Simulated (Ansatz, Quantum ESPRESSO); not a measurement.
# Work function of Ba(110), 5 layers, one monolayer of In on hollow sites, part 5 of 8

Wanted: work functions and the surface dipole of Ba(110), 5 layers, one monolayer of In on hollow sites at several levels, with their cost.

Quantum ESPRESSO 7.5; plane-wave DFT, PBE, GBRV ultrasoft pseudopotentials; geometry and cross-check by Ansatz 0.2.0 with PAW datasets.

So far. Step 10 (Self-consistent run: open boundaries by the effective …): The upper level is 3.786 eV against 3.776 eV from the periodic run.

### Step 11. Ground state, with startingpot = atomic

Level of this step: plane-wave DFT, vdW-DF-cx, GBRV ultrasoft pseudopotentials made under PBE (Quantum ESPRESSO 7.5). input_dft overrides the functional of the files.

File gbrv-vdw-df-cx.try.in:

```
&control
  prefix = 'gbrv-vdw-df-cx'
  outdir = './out'
  pseudo_dir = './pseudo'
  calculation = 'scf'
  tprnfor = .true.
/
&system
  ibrav = 0
  nat = 6
  ntyp = 2
  ecutwfc = 40
  ecutrho = 200
  input_dft = 'vdw-df-cx'
  occupations = 'smearing'
  smearing = 'mv'
  degauss = 0.02
  assume_isolated = 'esm'
  esm_bc = 'bc1'
/
&electrons
  conv_thr = 1e-07
  mixing_beta = 0.4
  electron_maxstep = 120
  mixing_mode = 'local-TF'
/
ATOMIC_SPECIES
  Ba  137.3270  ba_pbe_v1.uspp.F.UPF
  In  114.8180  in_pbe_v1.4.uspp.F.UPF
CELL_PARAMETERS angstrom
  3.54967604160000 -2.51000000000000 0.00000000000000
  3.54967604160000 2.51000000000000 0.00000000000000
  0.00000000000000 0.00000000000000 33.19870416620000
ATOMIC_POSITIONS crystal
  Ba  0.000000000000 0.000000000000 -0.250140196035
  Ba  0.500000000000 0.500000000000 -0.143218069735
  Ba  0.000000000000 0.000000000000 -0.036295943335
  Ba  0.492663117817 0.492663117817 0.070321886887
  Ba  0.017878573520 0.017878573520 0.178475644335
  In  0.411704114571 0.411704114571 0.250140196035
K_POINTS automatic
  8 8 1 0 0 0
```

Command:

```bash
$ OMP_NUM_THREADS=1 mpirun -n 4 pw.x -nk 4 -in gbrv-vdw-df-cx.try.in > gbrv-vdw-df-cx.try.out
```

Log:

```text
[banner, memory and clock lines left out]
Program PWSCF v.7.5 starts

          URL

     IMPORTANT: XC functional enforced from input :
     Exchange-correlation= VDW-DF-CX
                           (   1   4  27   0   1   0   0)
     Any further DFT definition will be discarded
     Please, verify this is what you really want

     Message from routine setup:
     using ibrav=0 with symmetry is DISCOURAGED, use correct ibrav instead

     G-vector sticks info

     bravais-lattice index     =            0
     lattice parameter (alat)  =       8.2155  a.u.
     unit-cell volume          =    3992.1805 (a.u.)^3
     number of atoms/cell      =            6
     number of atomic types    =            2
     number of electrons       =        63.00
     number of Kohn-Sham states=           38
     kinetic-energy cutoff     =      40.0000  Ry
     charge density cutoff     =     200.0000  Ry
     scf convergence threshold =      1.0E-07
     mixing beta               =       0.4000
     number of iterations used =            8  local-TF  mixing
     Exchange-correlation= VDW-DF-CX
                           (   1   4  27   0   1   0   0)

     Effective Screening Medium Method
     Boundary Conditions: Vacuum-Slab-Vacuum
     total charge in unit cell        =   0.0000
     grid points for fit at edges     =        4

     celldm(1)=   8.215485  celldm(2)=   0.000000  celldm(3)=   0.000000
     celldm(4)=   0.000000  celldm(5)=   0.000000  celldm(6)=   0.000000

     crystal axes: (cart. coord. in units of alat)
               a(1) = (   0.816497  -0.577350   0.000000 )
               a(2) = (   0.816497   0.577350   0.000000 )
               a(3) = (   0.000000   0.000000   7.636367 )

     reciprocal axes: (cart. coord. in units 2 pi/alat)
               b(1) = (  0.612372 -0.866025  0.000000 )
               b(2) = (  0.612372  0.866025 -0.000000 )
               b(3) = ( -0.000000  0.000000  0.130952 )

     PseudoPot. # 1 for Ba read from file:
     ./pseudo/ba_pbe_v1.uspp.F.UPF
     Pseudo is Ultrasoft + core correction, Zval = 10.0
     Generated by new atomic code, or converted to UPF format
     Using radial grid of  907 points,  7 beta functions with:
                l(1) =   0
                l(2) =   0
                l(3) =   1
                l(4) =   1
                l(5) =   2
                l(6) =   2
                l(7) =   3
     Q(r) pseudized with  6 coefficients,  rinner =    1.700   1.700   1.700
                                                       1.700   1.700   1.700
                                                       1.700

     PseudoPot. # 2 for In read from file:
     ./pseudo/in_pbe_v1.4.uspp.F.UPF
     Pseudo is Ultrasoft + core correction, Zval = 13.0
     Generated by new atomic code, or converted to UPF format
     Using radial grid of  889 points,  6 beta functions with:
[...]
ethr =  1.00E-02,  avg # of iterations =  1.0

     negative rho (up, down):  3.850E-01 0.000E+00

     total energy              =    -488.50910334 Ry
     estimated scf accuracy    <      69.99298422 Ry

     iteration #113     ecut=    40.00 Ry     beta= 0.40
     Davidson diagonalization with overlap
     ethr =  1.00E-02,  avg # of iterations =  1.0

     negative rho (up, down):  3.992E-01 0.000E+00

     total energy              =    -489.10356559 Ry
     estimated scf accuracy    <      72.47909817 Ry

     iteration #114     ecut=    40.00 Ry     beta= 0.40
     Davidson diagonalization with overlap
     ethr =  1.00E-02,  avg # of iterations =  1.0

     negative rho (up, down):  3.725E-01 0.000E+00

     total energy              =    -489.30151175 Ry
     estimated scf accuracy    <      72.05028011 Ry

     iteration #115     ecut=    40.00 Ry     beta= 0.40
     Davidson diagonalization with overlap
     ethr =  1.00E-02,  avg # of iterations =  1.0

     negative rho (up, down):  4.194E-01 0.000E+00

     total energy              =    -491.29849155 Ry
     estimated scf accuracy    <     212.53937442 Ry

     iteration #116     ecut=    40.00 Ry     beta= 0.40
     Davidson diagonalization with overlap
     ethr =  1.00E-02,  avg # of iterations =  1.1

     negative rho (up, down):  4.245E-01 0.000E+00

     total energy              =    -491.06175473 Ry
     estimated scf accuracy    <     235.07483023 Ry

     iteration #117     ecut=    40.00 Ry     beta= 0.40
     Davidson diagonalization with overlap
     ethr =  1.00E-02,  avg # of iterations =  1.0

     negative rho (up, down):  4.293E-01 0.000E+00

     total energy              =    -490.34203512 Ry
     estimated scf accuracy    <     235.52599154 Ry

     iteration #118     ecut=    40.00 Ry     beta= 0.40
     Davidson diagonalization with overlap
     c_bands:  3 eigenvalues not converged
     c_bands:  4 eigenvalues not converged
     c_bands:  3 eigenvalues not converged
     c_bands:  2 eigenvalues not converged
     ethr =  1.00E-02,  avg # of iterations = 19.0

     negative rho (up, down):  3.496E-01 0.000E+00

     total energy              =    -487.59434933 Ry
     estimated scf accuracy    <     196.29357619 Ry

     iteration #119     ecut=    40.00 Ry     beta= 0.40
     Davidson diagonalization with overlap
     ethr =  1.00E-02,  avg # of iterations =  3.3

     negative rho (up, down):  3.896E-01 0.000E+00

     total energy              =    -494.78114473 Ry
     estimated scf accuracy    <     172.15516120 Ry

     iteration #120     ecut=    40.00 Ry     beta= 0.40
     Davidson diagonalization with overlap
     ethr =  1.00E-02,  avg # of iterations =  1.0

     negative rho (up, down):  4.304E-01 0.000E+00

     total energy              =    -496.00243185 Ry
     estimated scf accuracy    <     160.74788922 Ry

     End of self-consistent calculation

     convergence NOT achieved after 120 iterations: stopping

     XML data file, charge density

                                        0.00s GPU  (    8581 calls)

Note: The following floating-point exceptions are signalling: IEEE_DIVIDE_BY_ZERO IEEE_UNDERFLOW_FLAG
Note: The following floating-point exceptions are signalling: IEEE_DIVIDE_BY_ZERO IEEE_UNDERFLOW_FLAG
Note: The following floating-point exceptions are signalling: IEEE_DIVIDE_BY_ZERO IEEE_UNDERFLOW_FLAG
Note: The following floating-point exceptions are signalling: IEEE_DIVIDE_BY_ZERO IEEE_UNDERFLOW_FLAG
```

Elapsed: 33 min, on 4 MPI ranks of Arm Neoverse V2, shared host; peak memory 2.2 GiB.

The run ended without convergence. The estimated SCF accuracy went from 2.91e+03 Ry in the first cycle kept to 18.3 Ry at best and 161 Ry in the last.

From atomic densities this run did not converge under open boundaries; a start from the density of a periodic run is one way round.

### Step 12. SCF with pw.x

gbrv-vdw-df-cx.pre.in, as its differences from the input of step 11:

```diff
@@ -1,3 +1,3 @@
 &control
-  prefix = 'gbrv-vdw-df-cx'
+  prefix = 'gbrv-vdw-df-cx.pre'
   outdir = './out'
@@ -17,7 +17,5 @@
   degauss = 0.02
-  assume_isolated = 'esm'
-  esm_bc = 'bc1'
 /
 &electrons
-  conv_thr = 1e-07
+  conv_thr = 1e-05
   mixing_beta = 0.4
```

Command:

```bash
$ OMP_NUM_THREADS=1 mpirun -n 4 pw.x -nk 4 -in gbrv-vdw-df-cx.pre.in > gbrv-vdw-df-cx.pre.out
```

Log:

```text
[banner, memory and clock lines left out]
Program PWSCF v.7.5 starts
[citation notice left out]

[...]
Message from routine setup:
[...]
bravais-lattice index     =            0
     lattice parameter (alat)  =       8.2155  a.u.
     unit-cell volume          =    3992.1805 (a.u.)^3
     number of atoms/cell      =            6
     number of atomic types    =            2
     number of electrons       =        63.00
     number of Kohn-Sham states=           38
     kinetic-energy cutoff     =      40.0000  Ry
     charge density cutoff     =     200.0000  Ry
     scf convergence threshold =      1.0E-05
     mixing beta               =       0.4000
     number of iterations used =            8  local-TF  mixing
     Exchange-correlation= VDW-DF-CX
                           (   1   4  27   0   1   0   0)

[...]
PseudoPot. # 1 for Ba read from file:
     ./pseudo/ba_pbe_v1.uspp.F.UPF
     Pseudo is Ultrasoft + core correction, Zval = 10.0
     Generated by new atomic code, or converted to UPF format
     Using radial grid of  907 points,  7 beta functions with:
                l(1) =   0
                l(2) =   0
                l(3) =   1
                l(4) =   1
                l(5) =   2
                l(6) =   2
                l(7) =   3
     Q(r) pseudized with  6 coefficients,  rinner =    1.700   1.700   1.700
                                                       1.700   1.700   1.700
                                                       1.700

     PseudoPot. # 2 for In read from file:
     ./pseudo/in_pbe_v1.4.uspp.F.UPF
     Pseudo is Ultrasoft + core correction, Zval = 13.0
     Generated by new atomic code, or converted to UPF format
     Using radial grid of  889 points,  6 beta functions with:
                l(1) =   0
                l(2) =   0
                l(3) =   1
                l(4) =   1
                l(5) =   2
                l(6) =   2
     Q(r) pseudized with  6 coefficients,  rinner =    1.400   1.400   1.400
                                                       1.400   1.400

     atomic species   valence    mass     pseudopotential
     Ba               10.00   137.32700     Ba( 1.00)
     In               13.00   114.81800     In( 1.00)

      2 Sym. Ops. (no inversion) found

[...]
number of k points=    21  Marzari-Vanderbilt smearing, width (Ry)=  0.0200
[...]
Dense  grid:   190873 G-vectors     FFT dimensions: (  40,  40, 288)

     Smooth grid:   136493 G-vectors     FFT dimensions: (  36,  36, 256)

     Initial potential from superposition of free atoms

     starting charge      61.4250, renormalised to      63.0000

     negative rho (up, down):  4.848E-01 0.000E+00

     %%%%%%%%%%%%%%%%%%%%%%%%%%%%%%%%%%%%%%%%%%%%%%%%%%%%%%%%%%%%%%%%%%%%%%%%
     %                                                                      %
     % You are using vdW-DF, which was implemented by the Thonhauser group. %
     % possible and the two reviews that describe the various versions:     %
     %                                                                      %
     %                                                                      %
     % If you are calculating stress with vdW-DF, please also cite:         %
     %                                                                      %
     %                                                                      %
     %%%%%%%%%%%%%%%%%%%%%%%%%%%%%%%%%%%%%%%%%%%%%%%%%%%%%%%%%%%%%%%%%%%%%%%%

     %%%%%%%%%%%%%%%%%%%%%%%%%%%%%%%%%%%%%%%%%%%%%%%%%%%%%%%%%%%%%%%%%%%%%%%%
     %                                                                      %
     %  vdW-DF NEWS:                                                        %
     %                                                                      %
     %  * vdW-DF3 is now available. DOI: 10.1021/acs.jctc.0c00471           %
     %    use with input_dft = 'vdW-DF3-opt1' or 'vdW-DF3-opt2'             %
     %                                                                      %
     %  * Unscreened and range-separated hybrid vdW-DF-cx functionals       %
     %    DOI: 10.1063/1.4986522 and 10.1088/1361-648X/ac2ad2               %
     %    use with input_dft = 'vdW-DF-cx0'    and 'vdW-DF-ahcx'            %
     %  * Unscreened and range-separated hybrid vdW-DF2-b86r functionals    %
     %    DOI: 10.1063/1.4986522 and DOI: 10.1103/PhysRevX.12.041003        %
     %    use with input_dft = 'vdW-DF2-br0' and 'vdW-DF2-ahbr'             %
     %                                                                      %
     %%%%%%%%%%%%%%%%%%%%%%%%%%%%%%%%%%%%%%%%%%%%%%%%%%%%%%%%%%%%%%%%%%%%%%%%

     Starting wfcs are   74 randomized atomic wfcs

     per-process dynamical memory:   196.9 Mb

     Self-consistent Calculation

     iteration #  1     ecut=    40.00 Ry     beta= 0.40
     Davidson diagonalization with overlap
     ethr =  1.00E-02,  avg # of iterations = 11.7

     negative rho (up, down):  7.494E-01 0.000E+00

     total energy              =    -498.46149056 Ry
     estimated scf accuracy    <    2502.60183471 Ry

     iteration #  2     ecut=    40.00 Ry     beta= 0.40
[...]
negative rho (up, down):  9.651E-01 0.000E+00

[...]
total energy              =    -471.01214327 Ry
     estimated scf accuracy    <    1623.52119499 Ry

     iteration #  3     ecut=    40.00 Ry     beta= 0.40
[...]
negative rho (up, down):  1.066E+00 0.000E+00

[...]
total energy              =    -489.77351202 Ry
     estimated scf accuracy    <     118.14022402 Ry

     iteration #  4     ecut=    40.00 Ry     beta= 0.40
[...]
negative rho (up, down):  1.261E+00 0.000E+00

[...]
total energy              =    -484.57665842 Ry
     estimated scf accuracy    <      75.28860562 Ry

     iteration #  5     ecut=    40.00 Ry     beta= 0.40
[...]
negative rho (up, down):  1.211E+00 0.000E+00

[...]
total energy              =    -486.71042425 Ry
     estimated scf accuracy    <      51.11245007 Ry

     iteration #  6     ecut=    40.00 Ry     beta= 0.40
[...]
negative rho (up, down):  9.824E-01 0.000E+00

[...]
total energy              =    -485.28469014 Ry
     estimated scf accuracy    <      49.24970487 Ry

[...]
iteration # 31     ecut=    40.00 Ry     beta= 0.40
[...]
negative rho (up, down):  4.425E-01 0.000E+00

[...]
total energy              =    -484.28830071 Ry
     estimated scf accuracy    <       0.00010942 Ry

     iteration # 32     ecut=    40.00 Ry     beta= 0.40
[...]
negative rho (up, down):  4.407E-01 0.000E+00

[...]
total energy              =    -484.28834376 Ry
     estimated scf accuracy    <       0.00012723 Ry

     iteration # 33     ecut=    40.00 Ry     beta= 0.40
[...]
negative rho (up, down):  4.409E-01 0.000E+00

[...]
total energy              =    -484.28835810 Ry
     estimated scf accuracy    <       0.00001396 Ry

     iteration # 34     ecut=    40.00 Ry     beta= 0.40
[...]
negative rho (up, down):  4.407E-01 0.000E+00

[...]
End of self-consistent calculation

          k = 0.0000 0.0000 0.0000 ( 17127 PWs)   bands (ev):

   -27.0215 -26.6419 -26.6021 -26.5613 -26.4514 -12.5021 -12.4732 -12.4480
   -12.4417 -12.4228 -12.2988 -12.0157 -11.9892 -11.9628 -11.8383 -11.7198
   -11.6874 -11.6545 -11.6191 -11.6112 -11.5888 -11.5805 -11.5443 -11.4821
   -11.4516  -3.2937  -0.3477   0.0326   0.5542   1.0001   1.2651   2.6942
     2.9620   3.0447   3.0485   3.2647   3.3207   3.4527

          k = 0.0765 0.1083 0.0000 ( 17092 PWs)   bands (ev):

   -27.0184 -26.6383 -26.5990 -26.5586 -26.4483 -12.5048 -12.4718 -12.4506
   -12.4390 -12.4224 -12.2911 -12.0524 -11.9812 -11.9722 -11.8444 -11.7401
   -11.7179 -11.6469 -11.6415 -11.6315 -11.6111 -11.5953 -11.5628 -11.5188
   -11.4655  -3.1922  -0.1389   0.2258   0.7392   1.1957   1.4734   2.7166
     2.7581   2.9652   3.0479   3.1844   3.2507   3.3570

[...]
the Fermi energy is     2.2545 ev

!    total energy              =    -484.28835917 Ry
     estimated scf accuracy    <       0.00000569 Ry
     smearing contrib. (-TS)   =       0.00094101 Ry
     internal energy E=F+TS    =    -484.28930018 Ry

     The total energy is F=E-TS. E is the sum of the following terms:
     one-electron contribution =   -1364.73175067 Ry
     hartree contribution      =     693.45990009 Ry
     xc contribution           =    -175.09039848 Ry
     ewald contribution        =     362.07294889 Ry

     convergence has been achieved in  34 iterations

     negative rho (up, down):  4.407E-01 0.000E+00

     Forces acting on atoms (cartesian axes, Ry/au):

     atom    1 type  1   force =     0.00005541    0.00000000    0.00464520
     atom    2 type  1   force =     0.00003463    0.00000000   -0.00223207
     atom    3 type  1   force =    -0.00008000    0.00000000    0.00048999
     atom    4 type  1   force =     0.00020801   -0.00000000    0.00016315
     atom    5 type  1   force =    -0.00019232    0.00000000    0.00100055
     atom    6 type  2   force =    -0.00002573   -0.00000000   -0.00406683

     Total force =     0.006668     Total SCF correction =     0.004566
     SCF correction compared to forces is large: reduce conv_thr to get better values

[...]
```

It took 5.7 min on 4 MPI ranks; peak memory 2.2 GiB.

This step gave:

| Item | Value |
| --- | --- |
| free energy | -6589.0788 eV |
| Fermi energy | 2.255 eV |

[end of part 5 of 8]

[Logs are printed without paths, hosts, clocks, repeated set-up lines and the standing remarks that a program may print on its own settings, such as how far it seeks lower states.]

[Hosts, paths, dates, database ids (printed as entryN), source tags and the programs' standing remarks are cut or masked in the printed files.]

[Maps of the electrostatic potential energy from Ansatz leave out the sawtooth potential of an applied field or a dipole correction, so their vacuum need not be flat; planar profiles and work functions include it.]
